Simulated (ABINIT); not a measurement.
# Quasiparticle gap of CsH (Pm-3m) in ABINIT

How does a plane-wave GW calculation on CsH (Pm-3m) run from the first input to the gap?

Program: ABINIT 10.8.3. Level of theory: LDA and many-body steps on it, plane waves. Results are calculated unless marked as measured.

## (1) Starting point

The structure is cubic, space group Pm-3m (No. 221). The conventional cell has a = 3.818 Å, b = 3.818 Å, c = 3.818 Å, α = 90.00°, β = 90.00°, γ = 90.00°. Nearest to Cs lie 8 H at 3.31 Å. Nearest to H lie 8 Cs at 3.31 Å. Farther neighbours are not listed.

The cell and positions are those that the Materials Project relaxed with its own functionals (PBE, PBE+U or r2SCAN), kept fixed. Spin-orbit coupling is left out unless a step names it.

## (2) Ground state

This step: ABINIT 10.8.3; DFT, LDA, plane waves, norm-conserving pseudopotentials.

The ground-state density comes first.

run.abi reads:

```
acell 3*1.0 Angstrom
rprim 
  3.818408540000 0.000000000000 0.000000000000
  0.000000000000 3.818408540000 0.000000000000
  0.000000000000 0.000000000000 3.818408540000
ntypat 2
znucl 55 1
natom 2
typat 1 2
xred 
  0.000000000000 0.000000000000 0.000000000000
  0.500000000000 0.500000000000 0.500000000000
pp_dirpath "pseudos"
pseudos "Cs.upf, H.upf"
ecut 31
ngkpt 6 6 6
nshiftk 1
shiftk 0 0 0
kptopt 1
chksymbreak 0
nband 10
occopt 1
tolvrs 1e-10
nstep 60
prtwf 0
optforces 0
optstress 0
indata_prefix "in"
outdata_prefix "out"
tmpdata_prefix "tmp"
```

Run with:

```bash
OMP_NUM_THREADS=1 mpirun -n 4 abinit run.abi > log
```

Numbers of over 12 decimals in the logs are rounded to 6 here.

Log:

```text
.Version 10.8.3 of ABINIT. v10.8.2 released Aug 2026.

 Symmetries : space group Pm -3 m (#221); Bravais cP (primitive cubic)
================================================================================
 Values of the parameters that define the memory need of the present run
     intxc =       0    ionmov =       0      iscf =       7    lmnmax =       8
     lnmax =       8     mgfft =      40  mpssoang =       4    mqgrid =    3001
     natom =       2  nloc_mem =       1    nspden =       1   nspinor =       1
    nsppol =       1      nsym =      48    n1xccc =    2501    ntypat =       2
    occopt =       1   xclevel =       1
-    mband =          10        mffmem =           1         mkmem =           5
       mpw =        3124          nfft =       64000          nkpt =          20
================================================================================
  Rough estimation (10% accuracy) of disk space for files :
================================================================================

--------------------------------------------------------------------------------
------------- Echo of variables that govern the present computation ------------
--------------------------------------------------------------------------------
 -outvars: echo values of preprocessed input variables --------
            acell      1.8897261259E+00  1.8897261259E+00  1.8897261259E+00 Bohr

      chksymbreak           0
             ecut      3.10000000E+01 Hartree
-          fftalg         312

              ixc       -1012
              kpt      0.00000000E+00  0.00000000E+00  0.00000000E+00
                       1.66666667E-01  0.00000000E+00  0.00000000E+00
                       3.33333333E-01  0.00000000E+00  0.00000000E+00
                       5.00000000E-01  0.00000000E+00  0.00000000E+00
                       1.66666667E-01  1.66666667E-01  0.00000000E+00
                       3.33333333E-01  1.66666667E-01  0.00000000E+00
                       5.00000000E-01  1.66666667E-01  0.00000000E+00
                       3.33333333E-01  3.33333333E-01  0.00000000E+00
                       5.00000000E-01  3.33333333E-01  0.00000000E+00
   [... 9 further rows ...]
                       5.00000000E-01  5.00000000E-01  3.33333333E-01
                       5.00000000E-01  5.00000000E-01  5.00000000E-01
         kptrlatt        6    0    0      0    6    0      0    0    6
          kptrlen      4.32944783E+01
P           mkmem           5
            natom           2
            nband          10
            ngfft          40      40      40
             nkpt          20
            nstep          60
             nsym          48
           ntypat           2
              occ      2.000000  2.000000  2.000000  2.000000  2.000000  0.000000
                       0.000000  0.000000  0.000000  0.000000
        optforces           0
        optstress           0
            prtwf           0
            rprim      3.8184085400E+00  0.0000000000E+00  0.0000000000E+00
[...]
spgroup         221

           tolvrs      1.00000000E-10

             xred      0.0000000000E+00  0.0000000000E+00  0.0000000000E+00
[...]
znucl       55.00000    1.00000

================================================================================

 chkinp: Checking input parameters for consistency.

================================================================================
== DATASET  1 ==================================================================
-   mpi_nproc: 4, omp_nthreads: 1 (-1 if OMP is not activated)

--- !DatasetInfo
iteration_state: {dtset: 1, }
dimensions: {natom: 2, nkpt: 20, mband: 10, nsppol: 1, nspinor: 1, nspden: 1, mpw: 3124, }
cutoff_energies: {ecut:  31.0, pawecutdg:  -1.0, }
electrons: {nelect:   1.00000000E+01, charge:   0.00000000E+00, occopt:   1.00000000E+00, tsmear:   1.00000000E-02, }

 Real(R)+Recip(G) space primitive vectors, cartesian coordinates (Bohr,Bohr^-1):
 R(1)=  7.2157464  0.0000000  0.0000000  G(1)=  0.1385858  0.0000000  0.0000000
 R(2)=  0.0000000  7.2157464  0.0000000  G(2)=  0.0000000  0.1385858  0.0000000
 R(3)=  0.0000000  0.0000000  7.2157464  G(3)=  0.0000000  0.0000000  0.1385858
 Unit cell volume ucvol=  3.7570224E+02 bohr^3
 Angles (23,13,12)=  9.00000000E+01  9.00000000E+01  9.00000000E+01 degrees

 getcut: wavevector=  0.0000  0.0000  0.0000  ngfft=  40  40  40
         ecut(hartree)=     31.000   => boxcut(ratio)=   2.21173

 getcut : COMMENT -
  Note that boxcut > 2.2 ; recall that boxcut=Gcut(box)/Gcut(sphere) = 2
  is sufficient for exact treatment of convolution.
  Such a large boxcut is a waste : you could raise ecut
  e.g. ecut=   37.911173 Hartrees makes boxcut=2

--- Pseudopotential description ------------------------------------------------
- Cs Generated using ONCVPSP code by D. R. Hamann
- 55.00000   9.00000  201201                  znucl, zion, pspdat
12 -1012 3 -1 2328                            pspcod,pspxc,lmax,lloc,mmax
     nproj     2     2     2     2
  pspatm : epsatm=   21.68725381
         --- l  ekb(1:nproj) -->
[...]
pspatm: atomic psp has been read  and splines computed

- H Generated using ONCVPSP code by D. R. Hamann
-  1.00000   1.00000  180309                  znucl, zion, pspdat
12 -1012 1 -1 1180                            pspcod,pspxc,lmax,lloc,mmax
     nproj     2     1     0     0
  pspatm : epsatm=    0.35439867
         --- l  ekb(1:nproj) -->
             0   -1.665338   -0.519510
             1   -0.275071
 pspatm: atomic psp has been read  and splines computed

   2.20416525E+02                                ecore*ucvol(ha*bohr**3)
--------------------------------------------------------------------------------

_setup2: Arith. and geom. avg. npw (full set) are    3096.431    3096.400

================================================================================

--- !BeginCycle
iteration_state: {dtset: 1, }
solver: {iscf: 7, nstep: 60, nline: 4, wfoptalg: 0, }
tolerances: {tolvrs: 1.00E-10, }

     iter   Etot(hartree)      deltaE(h)  residm     vres2
 ETOT  1  -23.997470514663    -2.400E+01 2.145E-02 1.848E+02
 ETOT  2  -24.027199240022    -2.973E-02 3.040E-03 1.025E+00
 ETOT  3  -24.027444452491    -2.452E-04 5.630E-04 6.028E-01
 ETOT  4  -24.027489779309    -4.533E-05 1.928E-04 1.178E-03
 ETOT  5  -24.027490015139    -2.358E-07 4.084E-04 2.575E-05
 ETOT  6  -24.027490025628    -1.049E-08 2.154E-04 1.484E-06
 ETOT  7  -24.027490026184    -5.564E-10 2.925E-04 1.007E-07
 ETOT  8  -24.027490026222    -3.811E-11 1.161E-04 2.986E-09
 ETOT  9  -24.027490026224    -1.730E-12 1.598E-04 1.404E-11

 At SCF step    9       vres2   =  1.40E-11 < tolvrs=  1.00E-10 =>converged.

--- !ResultsGS
iteration_state: {dtset: 1, }
comment   : Summary of ground state results
lattice_vectors:
- [  7.2157464,   0.0000000,   0.0000000, ]
- [  0.0000000,   7.2157464,   0.0000000, ]
- [  0.0000000,   0.0000000,   7.2157464, ]
lattice_lengths: [   7.21575,    7.21575,    7.21575, ]
lattice_angles: [ 90.000,  90.000,  90.000, ] # degrees, (23, 13, 12)
lattice_volume:   3.7570224E+02
convergence: {deltae: -1.730E-12, res2:  1.404E-11, residm:  1.598E-04, diffor:  0.000E+00, }
etotal    :  -2.40274900E+01
entropy   :   0.00000000E+00
fermie    :   9.74770386E-02
cartesian_stress_tensor: null
pressure_GPa: null
xred      :
- [  0.0000E+00,   0.0000E+00,   0.0000E+00, Cs]
- [  5.0000E-01,   5.0000E-01,   5.0000E-01,  H]
cartesian_forces: null
force_length_stats: {min: null, max: null, mean: null, }

 Integrated electronic density in atomic spheres:
 ------------------------------------------------
 Atom  Sphere_radius  Integrated_density
    1        2.00000          4.47155990
    2        2.00000          1.06597670
================================================================================

 ----iterations are completed or convergence reached----

 Mean square residual over all n,k,spin=   11.098E-07; max=  15.977E-05
 reduced coordinates (array xred) for    2 atoms
       0.000000000000      0.000000000000      0.000000000000
       0.500000000000      0.500000000000      0.500000000000
 rms dE/dt=  0.0000E+00; max dE/dt=  0.0000E+00; dE/dt below (all hartree)
    1       0.000000000000      0.000000000000      0.000000000000
    2       0.000000000000      0.000000000000      0.000000000000

 cartesian coordinates (angstrom) at end:
    1      0.000000     0.000000     0.000000
    2      1.909204     1.909204     1.909204
 length scales=  1.889726125908  1.889726125908  1.889726125908 bohr
              =  1.000000000000  1.000000000000  1.000000000000 angstroms
 prteigrs : about to open file out_EIG
 Fermi (or HOMO) energy (hartree) =   0.09748   Average Vxc (hartree)=  -0.30894
 Eigenvalues (hartree) for nkpt=  20  k points:
 kpt#   1, nband= 10, wtk=  0.00463, kpt=  0.0000  0.0000  0.0000 (reduced coord)
  -0.70814   -0.19339   -0.19339   -0.19339    0.01979    0.21163    0.21163    0.35371
   0.44236    0.44286
 prteigrs : prtvol=0 or 1, do not print more k-points.

--- !EnergyTerms
iteration_state     : {dtset: 1, }
comment             : Components of total free energy in Hartree
kinetic             :  5.64818551155264E+00
hartree             :  2.82510975350164E+00
xc                  : -7.19556179025080E+00
Ewald energy        : -1.71218074924922E+01
psp_core            :  5.86678767244908E-01
local_psp           : -1.20726242277951E+01
non_local_psp       :  3.30252945201476E+00
total_energy        : -2.40274900262242E+01
total_energy_eV     : -6.53821311625043E+02
band_energy         : -2.55694101041213E+00

== END DATASET(S) ==============================================================
================================================================================

 -outvars: echo values of variables after computation  --------
           etotal     -2.4027490026E+01
            nband          10
             nkpt          20
          spgroup         221
 [... the other variables as echoed above ...]

 Calculation completed.
```

It took 7 s on 4 MPI ranks of Arm Neoverse V1, shared host; peak memory 0.28 GiB; 28 s of CPU time.

Numbers from this step:

| Property | Result |
| --- | --- |
| total energy | -653.8213 eV |
| gap | 2.297 eV |
| k of the valence top | 0.5, 0.5, 0.5 |
| k of the conduction bottom | 0.5, 0, 0 |
| least direct gap | 2.488 eV |

The gap is indirect, with the least direct gap 0.19 eV higher.

(Part 1 of 3 ends here.)

[Paths, hosts, dates, memory and timing lines, banners, echoed tables and standing remarks are left out of the program output.]

[Logs are printed without paths, hosts, clocks, repeated set-up lines and the standing remarks that a program may print on its own settings, such as how far it seeks lower states.]

[Runs of the session that timed out or met a known fault of the program may be left out.]

[Hosts, paths, dates, database ids (printed as entryN), source tags and the programs' standing remarks are cut or masked in the printed files.]

[G0W0 gaps are taken among the corrected bands and points alone; a level outside them can change the order at an edge.]

[Where Ansatz stands beside ABINIT at settings called matched, ABINIT's density can come from a denser mesh and the files from another edition; pairs whose starting gaps differed by over 0.03 eV were left out, so agreement reads better than it is.]
